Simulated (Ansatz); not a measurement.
**Na chain started as a strip of triangles: one chain at several levels of theory**

Aim: how far do the period, the moment and the conductance of the Na chain started as a strip of triangles depend on the functional, the datasets and spin-orbit coupling, and at what cost?

Program: Ansatz 0.2.0. Level of theory: DFT PBE, plane waves, PAW; relaxation of a chain's period, in the first sound run; inputs show where later runs differ. Results are calculated unless marked as measured.

Report form: the programs' logs are mostly left out.

## Step 1: Starting point

The cell holds 2 atoms: 2 Na. Cell: a = 13.500 Å, b = 12.000 Å, c = 3.249 Å, α = 90.0°, β = 90.0°, γ = 90.0°. Vacuum lies along a and b. The structure's axis is c.

## Step 2: Relaxing the period, level PBE, cutoff 420 eV

Band widths follow the bond lengths, so the chain is relaxed first. The atoms and the third cell vector are free; the box across stays fixed as vacuum. Moments are seeded so that a magnetic state can form if it lies lower. A Fermi-Dirac smearing is set since the result may be a metal. The pressure printed is a third of the stress's trace over the whole box, vacuum included; only the stress along the axis is relaxed.

input.yaml

```yaml
crystal:
  lattice:
    - [13.5, 0.0, 0.0]
    - [0.0, 12.0, 0.0]
    - [0.0, 0.0, 3.24862]
  atoms:
    - { symbol: Na, position: [0.397202963, 0.5, 0.0], spin: 0.5 }
    - { symbol: Na, position: [0.602797037, 0.5, 0.5], spin: 0.5 }
magnetization:
  spin_polarized: true
kpoints:
  mp_grid: { grid: [1, 1, 25] }
scf:
  occupations: { method: fermi_dirac, width: 0.05 }
hamiltonian:
  xc: pbe
relax:
  cell: { fix: [a, b, alpha, beta, gamma] }
  max_steps: 60
```

Command:

```console
ansatz run input.yaml --threads 8 --pin off --max-ram 16384MiB --backend cpu --events-out ev --progress --plain --runs-dir out
```

The job ended after 19 s (8 threads of AMD EPYC 9R14 (Zen 4), shared host; peak memory 1 GiB).

Step by step:

```
step  energy less that of the first step (eV)  largest force component (eV/Å)  pressure (GPa)  volume (Å³)
   1                                   0.0000                          0.2998            0.21       526.28
   2                                  -0.0342                          0.2033            0.16       531.26
   3                                  -0.0807                          0.0357            0.05       548.20
   4                                  -0.0870                          0.0268            0.00       561.69
   5                                  -0.0885                          0.0106            0.01       564.51
   6                                  -0.0891                          0.0081            0.01       571.02
  7*                                  -0.0895                          0.0081            0.01       571.02
```

Relaxation steps marked * repeat the geometry before them on a plane-wave basis chosen anew for their cell, so energy and pressure can jump there.

The run keeps the 8 symmetry operations that it works with, so distortions that break them were not tested.

```csv
cell as run,before,after,change
c (Å),3.249,3.525,+8.5 %
```

The atoms that moved most (Å, along periodic axes as changes of fractional coordinates times the final cell, across vacuum about the mean position):

```csv
atom,dx,dy,dz,length
Na1,-0.148,0.000,0.000,0.148
Na2,0.148,0.000,0.000,0.148
```

The relaxed structure:

```cif
data_structure
_symmetry_space_group_name_H-M 'P 1'
_symmetry_Int_Tables_number 1
_cell_length_a 13.5000
_cell_length_b 12.0000
_cell_length_c 3.5248
_cell_angle_alpha 90.000
_cell_angle_beta 90.000
_cell_angle_gamma 90.000
_cell_volume 571.02
loop_
_atom_site_label
_atom_site_type_symbol
_atom_site_fract_x
_atom_site_fract_y
_atom_site_fract_z
_atom_site_occupancy
Na1 Na 0.38623 0.50000 0.00000 1
Na2 Na 0.61377 0.50000 0.50000 1
```

Numbers from this step:

```yaml
energy_at_zero_smearing: -2971.8946 eV
cell_length_along_the_wire: 3.525 Å
```

The cell's length comes to 3.525 Å with no moment.

## Step 3: The perfect wire, level PBE, k-mesh 1×1×23

This step: DFT PBE, plane waves, PAW; channels and complex bands of a perfect chain (Ansatz 0.2.0).

At the relaxed period the Bloch states of the perfect chain are found at each energy: those that move forward count the open channels, and those that decay describe how a disturbance dies away inside the wire itself. An energy step of 0.035 eV is under the 0.039 eV that the program asks for its thermal average at 300 K.

input.yaml

```yaml
crystal:
  lattice:
    - [13.5, 0.0, 0.0]
    - [0.0, 12.0, 0.0]
    - [0.0, 0.0, 3.5247846784]
  atoms:
    - { symbol: Na, position: [0.386233739, 0.5, 0.0] }
    - { symbol: Na, position: [0.613766261, 0.5, 0.5] }
kpoints:
  mp_grid: { grid: [1, 1, 23] }
  band_path: { path: ["Γ", Z], npoints: 60 }
scf:
  occupations: { method: fermi_dirac, width: 0.05 }
hamiltonian:
  xc: pbe
output:
  transmission:
    e_range: [-2, 2]
    de: 0.035
    kmesh: [1, 1]
    reduced_basis: true
    leads: [[0, 0]]
  dos: { projected: true, e_range: [-6, 4] }
  write_potential: true
  write_density: true
  volumetric_format: npy
  elf: true
```

It took 31 s on 8 threads; peak memory 1.5 GiB; 2.9 min of CPU time.

Numbers from this step:

* energy at zero smearing: -2971.8953 eV
* channels at the energy nearest the Fermi level, one spin: 2
* conductance of the lead as this run defines it: 2.000 G₀
* band gap: 0 eV

The open channels of the lead, one spin by energy, zero at the Fermi level:

| energy (eV) | open channels of the lead, one spin |
| --- | --- |
| -1.790 | 0 |
| -1.685 | 1 |
| -1.615 | 1 |
| -1.510 | 1 |
| -1.405 | 1 |
| -1.300 | 1 |
| -1.195 | 1 |
| -1.090 | 1 |
| -0.985 | 1 |
| -0.915 | 1 |
| -0.810 | 1 |
| -0.705 | 1 |
| -0.600 | 1 |
| -0.495 | 1 |
| -0.390 | 1 |
| -0.285 | 1 |
| -0.215 | 1 |
| -0.110 | 2 |
| -0.005 | 2 |
| 0.100 | 2 |
| 0.205 | 2 |
| 0.310 | 2 |
| 0.415 | 2 |
| 0.485 | 2 |
| 0.590 | 2 |
| 0.695 | 2 |
| 0.800 | 2 |
| 0.905 | 2 |
| 1.010 | 3 |
| 1.115 | 3 |
| 1.185 | 3 |
| 1.290 | 4 |
| 1.395 | 4 |
| 1.500 | 4 |
| 1.605 | 4 |
| 1.710 | 4 |
| 1.815 | 2 |
| 1.885 | 2 |

The slowest values at each energy, most degenerate partners merged, listed up to 1.5 1/Å. The Im kz of the slowest decaying states by energy, zero at the Fermi level:

```csv
energy (eV),decay 1 (Å⁻¹),decay 2 (Å⁻¹),decay 3 (Å⁻¹),decay 4 (Å⁻¹)
-2.000,0.268,0.674,0.895,0.942
-1.790,0.136,0.634,0.862,0.911
-1.615,0.599,0.834,0.884,1.01
-1.405,0.553,0.799,0.851,0.980
-1.195,0.502,0.763,0.817,0.951
-0.985,0.446,0.724,0.781,0.921
-0.810,0.393,0.691,0.750,0.895
-0.600,0.317,0.648,0.711,0.863
-0.390,0.215,0.602,0.670,0.829
-0.215,0.0286,0.562,0.633,0.800
-0.005,0.508,0.586,0.764,0.784
0.205,0.449,0.535,0.726,0.748
0.415,0.380,0.479,0.686,0.711
0.590,0.312,0.426,0.651,0.678
0.800,0.200,0.353,0.606,0.636
1.010,0.259,0.557,0.591,0.736
1.185,0.140,0.513,0.551,0.705
1.395,0.455,0.499,0.666,0.667
1.605,0.388,0.440,0.624,0.624
1.815,0.0270,0.307,0.372,0.577
```

Electronic bands along the path, in eV, zero at the Fermi level:

| point | band 9 | band 10 | band 11 | band 12 | band 13 |
| --- | --- | --- | --- | --- | --- |
| Γ | -1.72 | -0.21 | 0.95 | 1.26 | 2.17 |
| halfway | -0.95 | 0.54 | 1.68 | 1.99 | 2.90 |
| Z | 1.24 | 1.24 | 2.89 | 2.89 | 3.88 |

Valence density in the ca plane at fractional y = 0.500, with atoms of Na within 0.2 Å of it. It is the smooth field of the valence electrons, not physical close to the nuclei.

Ten steps, logarithmic in the rise over the least value, from '_' (0 e/Å³) to '@' (17 e/Å³), each cell a mean:
```
____________________________
____________________________
____________________________
____________________________
____________________________
____________________________
____________________________
__________..::::::..________
________--**%%@@%%++::______
______..--**%%@@%%**::______
________..::--==--..________
____________________________
____________________________
**++--..______________..==**
@@@@**::____________..--##@@
##**==..______________::==**
____________________________
____________________________
____________________________
____________________________
____________________________
____________________________
____________________________
____________________________
```
Columns run along c (3.5 Å), rows up along a (13.5 Å). Atoms in or near the plane, at fractional coordinates: Na at (0.00, 0.39), Na at (0.50, 0.61).

Electrostatic potential energy in the ca plane at fractional y = 0.500, with atoms of Na within 0.2 Å of it. With pseudopotentials it is smooth inside the atoms' cores, unlike the true potential.

Ten even steps from '_' (-49 eV) to '@' (1 eV), each cell a mean:
```
@@@@@@@@@@@@@@@@@@@@@@@@@@@@
@@@@@@@@@@@@@@@@@@@@@@@@@@@@
@@@@@@@@@@@@@@@@@@@@@@@@@@@@
@@@@@@@@@@@@@@@@@@@@@@@@@@@@
@@@@@@@@@@@@@@@@@@@@@@@@@@@@
@@@@@@@@@@@@@@@@@@@@@@@@@@@@
@@@@@@@@@@@@@@@@@@@@@@@@@@@@
@@@@@@@@%%%%####%%%%@@@@@@@@
@@@@@@%%##--..__..==##%%@@@@
@@@@@@%%##--______==##%%@@@@
@@@@@@@@%%%%##**##%%%%@@@@@@
@@@@@@@@@@@@@@@@@@@@@@@@@@@@
@@@@@@@@@@@@@@@@@@@@@@@@@@@@
==++##%%@@@@@@@@@@@@@@%%**==
____--##%%@@@@@@@@@@%%**::__
::==**%%@@@@@@@@@@@@%%%%++--
%%%%@@@@@@@@@@@@@@@@@@@@@@%%
@@@@@@@@@@@@@@@@@@@@@@@@@@@@
@@@@@@@@@@@@@@@@@@@@@@@@@@@@
@@@@@@@@@@@@@@@@@@@@@@@@@@@@
@@@@@@@@@@@@@@@@@@@@@@@@@@@@
@@@@@@@@@@@@@@@@@@@@@@@@@@@@
@@@@@@@@@@@@@@@@@@@@@@@@@@@@
@@@@@@@@@@@@@@@@@@@@@@@@@@@@
```
Columns run along c (3.5 Å; values clipped at the 3rd and 97th percentile), rows up along a (13.5 Å). Atoms in or near the plane, at fractional coordinates: Na at (0.00, 0.39), Na at (0.50, 0.61).

ELF in the ca plane at fractional y = 0.500, with atoms of Na within 0.2 Å of it. It is the smooth field of the valence electrons, not physical close to the nuclei.

Ten even steps from '_' (0.00) to '@' (0.91), each cell a mean:
```
____________________________
____________________________
::::::::::::::::::::::::::::
++++++++++++++++++++++++++++
%%%%%%%%%%##########%%%%%%%%
@@@@@@%%%%####**####%%@@@@@@
@@@@%%++--..........--**%%@@
@@##--____..::::::..__..==%%
%%==..__--**++==++++::__..++
%%==..__==**++==++**--__..++
@@##--..__::------..__..==%%
######**==--::::::--==**####
____..::==##%%%%%%##==::..__
++++--..__::##%%**::__..==++
--==**--__..==##==____==**==
++++==..__..**%%++..__::==++
..______::++%%@@%%++..______
::--==++##@@@@@@@@@@##++--::
##%%%%%%%%@@@@@@@@@@%%%%%%##
############################
============================
............................
____________________________
____________________________
```
Columns run along c (3.5 Å), rows up along a (13.5 Å). Atoms in or near the plane, at fractional coordinates: Na at (0.00, 0.39), Na at (0.50, 0.61).

By hand: the program gives 9.5642 × 10^13 S/m² over the cell's cross-section of 162.00 Å² = 1.620 × 10^-18 m², so one cell conducts 1.549 × 10^-4 S. Divided by G0 = 2e²/h = 7.748 × 10^-5 S this is 2.00 G0, a resistance of 6.45 kΩ.

At the computed energy nearest the Fermi level there are 2 channels a spin, and the thermal average gives 2.00 G₀.

## Step 4: The relaxed wire

This step: DFT RPBE, plane waves, PAW; relaxation of a chain's period (Ansatz 0.2.0).

The relaxation is repeated under another functional. RPBE strengthens the exchange enhancement and tends to longer, weaker bonds than PBE.

input.yaml

```yaml
crystal:
  lattice:
    - [13.5, 0.0, 0.0]
    - [0.0, 12.0, 0.0]
    - [0.0, 0.0, 3.24862]
  atoms:
    - { symbol: Na, position: [0.397202963, 0.5, 0.0], spin: 0.5 }
    - { symbol: Na, position: [0.602797037, 0.5, 0.5], spin: 0.5 }
magnetization:
  spin_polarized: true
kpoints:
  mp_grid: { grid: [1, 1, 25] }
scf:
  occupations: { method: fermi_dirac, width: 0.05 }
hamiltonian:
  xc: rpbe
relax:
  cell: { fix: [a, b, alpha, beta, gamma] }
  max_steps: 60
```

The job ended after 15 s (8 threads; peak memory 1 GiB).

Relaxation path:

```csv
step,energy less that of the first step (eV),largest force component (eV/Å),pressure (GPa),volume (Å³)
1,0.0000,0.3664,0.27,526.28
2,-0.0522,0.2433,0.20,532.73
3,-0.1218,0.0475,0.07,554.04
4,-0.1297,0.0573,-0.02,575.68
5,-0.1356,0.0121,0.01,575.48
6,-0.1364,0.0052,0.01,578.77
7,-0.1367,0.0021,0.00,584.09
8*,-0.1376,0.0021,0.01,584.09
```

Relaxation steps marked * repeat the geometry before them on a plane-wave basis chosen anew for their cell, so energy and pressure can jump there.

Forces are held to the 8 operations that the run works with; a distortion that breaks them can't arise in this run.

| cell as run | before | after | change |
| --- | --- | --- | --- |
| c (Å) | 3.249 | 3.606 | +11.0 % |

The atoms that moved most (Å, along periodic axes as changes of fractional coordinates times the final cell, across vacuum about the mean position):

```csv
atom,dx,dy,dz,length
Na1,-0.185,0.000,0.000,0.185
Na2,0.185,0.000,0.000,0.185
```

The relaxed structure:

```
Na
1.0
    13.50000    0.00000    0.00000
     0.00000   12.00000    0.00000
     0.00000    0.00000    3.60551
Na
2
Direct
  0.38349 0.50000 0.00000
  0.61651 0.50000 0.50000
```

The cell's length comes to 3.606 Å, +2.3 % against the first run, with no moment.

## Step 5: Bands of the perfect wire, level RPBE, k-mesh 1×1×23

This step: DFT RPBE, plane waves, PAW; channels and complex bands of a perfect chain (Ansatz 0.2.0).

The channels are counted again under RPBE, at the period that it gave.

input.yaml

```yaml
crystal:
  lattice:
    - [13.5, 0.0, 0.0]
    - [0.0, 12.0, 0.0]
    - [0.0, 0.0, 3.6055116154]
  atoms:
    - { symbol: Na, position: [0.383488558, 0.5, 0.0] }
    - { symbol: Na, position: [0.616511442, 0.5, 0.5] }
kpoints:
  mp_grid: { grid: [1, 1, 23] }
  band_path: { path: ["Γ", Z], npoints: 60 }
scf:
  occupations: { method: fermi_dirac, width: 0.05 }
hamiltonian:
  xc: rpbe
output:
  transmission:
    e_range: [-2, 2]
    de: 0.035
    kmesh: [1, 1]
    reduced_basis: true
    leads: [[0, 0]]
  dos: { projected: true, e_range: [-6, 4] }
```

Wall time 33 s (8 threads); peak memory 1.6 GiB.

The open channels of the lead, one spin by energy, zero at the Fermi level:

```csv
energy (eV),"open channels of the lead, one spin"
-2.00,0
-1.90,0
-1.79,0
-1.69,0
-1.58,1
-1.48,1
-1.37,1
-1.23,1
-1.12,1
-1.02,1
-0.92,1
-0.81,1
-0.70,1
-0.60,1
-0.49,1
-0.39,1
-0.28,1
-0.18,2
-0.07,2
-0.01,2
0.07,2
0.17,2
0.28,2
0.38,2
0.48,2
0.59,2
0.69,2
0.80,2
0.91,2
1.01,3
1.11,3
1.22,4
1.36,4
1.47,4
1.57,4
1.68,4
1.78,2
1.89,2
1.99,2
```

At the computed energy nearest the Fermi level there are 2 channels a spin, and the thermal average gives 2.00 G₀.

## Step 6: Relaxing the period

This step: DFT PBEsol, plane waves, PAW; relaxation of a chain's period (Ansatz 0.2.0).

The relaxation is repeated under another functional. PBEsol weakens PBE's gradient terms and usually lands between LDA and PBE.

input.yaml

```yaml
crystal:
  lattice:
    - [13.5, 0.0, 0.0]
    - [0.0, 12.0, 0.0]
    - [0.0, 0.0, 3.24862]
  atoms:
    - { symbol: Na, position: [0.397202963, 0.5, 0.0], spin: 0.5 }
    - { symbol: Na, position: [0.602797037, 0.5, 0.5], spin: 0.5 }
magnetization:
  spin_polarized: true
kpoints:
  mp_grid: { grid: [1, 1, 25] }
scf:
  occupations: { method: fermi_dirac, width: 0.05 }
hamiltonian:
  xc: pbesol
relax:
  cell: { fix: [a, b, alpha, beta, gamma] }
  max_steps: 60
```

Wall time 10 s (8 threads); peak memory 0.99 GiB; 67 s of CPU time.

Step by step:

| step | energy less that of the first step (eV) | largest force component (eV/Å) | pressure (GPa) | volume (Å³) |
| --- | --- | --- | --- | --- |
| 1 | 0.0000 | 0.2826 | 0.20 | 526.28 |
| 2 | -0.0305 | 0.1920 | 0.15 | 530.99 |
| 3 | -0.0746 | 0.0040 | 0.04 | 548.85 |
| 4 | -0.0787 | 0.0090 | 0.02 | 557.87 |
| 5 | -0.0806 | 0.0096 | 0.00 | 568.71 |
| 6* | -0.0809 | 0.0096 | 0.00 | 568.71 |

Relaxation steps marked * repeat the geometry before them on a plane-wave basis chosen anew for their cell, so energy and pressure can jump there.

Forces are held to the 8 operations that the run works with; a distortion that breaks them can't arise in this run.

```
cell as run  before  after  change
      c (Å)   3.249  3.511  +8.1 %
```

The atoms that moved most (Å, along periodic axes as changes of fractional coordinates times the final cell, across vacuum about the mean position):

```
atom      dx     dy     dz  length
 Na1  -0.157  0.000  0.000   0.157
 Na2   0.157  0.000  0.000   0.157
```

Final coordinates:

```cif
data_structure
_symmetry_space_group_name_H-M 'P 1'
_symmetry_Int_Tables_number 1
_cell_length_a 13.5000
_cell_length_b 12.0000
_cell_length_c 3.5105
_cell_angle_alpha 90.000
_cell_angle_beta 90.000
_cell_angle_gamma 90.000
_cell_volume 568.71
loop_
_atom_site_label
_atom_site_type_symbol
_atom_site_fract_x
_atom_site_fract_y
_atom_site_fract_z
_atom_site_occupancy
Na1 Na 0.38554 0.50000 0.00000 1
Na2 Na 0.61446 0.50000 0.50000 1
```

The cell's length comes to 3.511 Å, -0.4 % against the first run, with no moment.

## Step 7: The wire at its relaxed period, level PBEsol, k-mesh 1×1×23

This step: DFT PBEsol, plane waves, PAW; channels and complex bands of a perfect chain (Ansatz 0.2.0).

The channels are counted again under PBEsol, at the period that it gave.

input.yaml

```yaml
crystal:
  lattice:
    - [13.5, 0.0, 0.0]
    - [0.0, 12.0, 0.0]
    - [0.0, 0.0, 3.5105420657]
  atoms:
    - { symbol: Na, position: [0.385543476, 0.5, 0.0] }
    - { symbol: Na, position: [0.614456524, 0.5, 0.5] }
kpoints:
  mp_grid: { grid: [1, 1, 23] }
  band_path: { path: ["Γ", Z], npoints: 60 }
scf:
  occupations: { method: fermi_dirac, width: 0.05 }
hamiltonian:
  xc: pbesol
output:
  transmission:
    e_range: [-2, 2]
    de: 0.035
    kmesh: [1, 1]
    reduced_basis: true
    leads: [[0, 0]]
  dos: { projected: true, e_range: [-6, 4] }
```

Wall time 32 s (8 threads); peak memory 1.5 GiB; 2.8 min of CPU time.

The open channels of the lead, one spin by energy, zero at the Fermi level:

energy (eV), open channels of the lead, one spin and a bar:
```
   -1.790       0.00 
   -1.615       1.00 ########
   -1.405       1.00 ########
   -1.195       1.00 ########
   -0.985       1.00 ########
   -0.810       1.00 ########
   -0.600       1.00 ########
   -0.390       1.00 ########
   -0.215       1.00 ########
   -0.005       2.00 ###############
    0.205       2.00 ###############
    0.415       2.00 ###############
    0.590       2.00 ###############
    0.800       2.00 ###############
    1.010       3.00 ######################
    1.185       3.00 ######################
    1.395       4.00 ##############################
    1.605       4.00 ##############################
    1.815       2.00 ###############
```

At the computed energy nearest the Fermi level there are 2 channels a spin, and the thermal average gives 2.00 G₀.

(Continued in part 2 of 2.)

[Logs are printed without paths, hosts, clocks, repeated set-up lines and the standing remarks that a program may print on its own settings, such as how far it seeks lower states.]

[Hosts, paths, dates, database ids (printed as entryN), source tags and the programs' standing remarks are cut or masked in the printed files.]
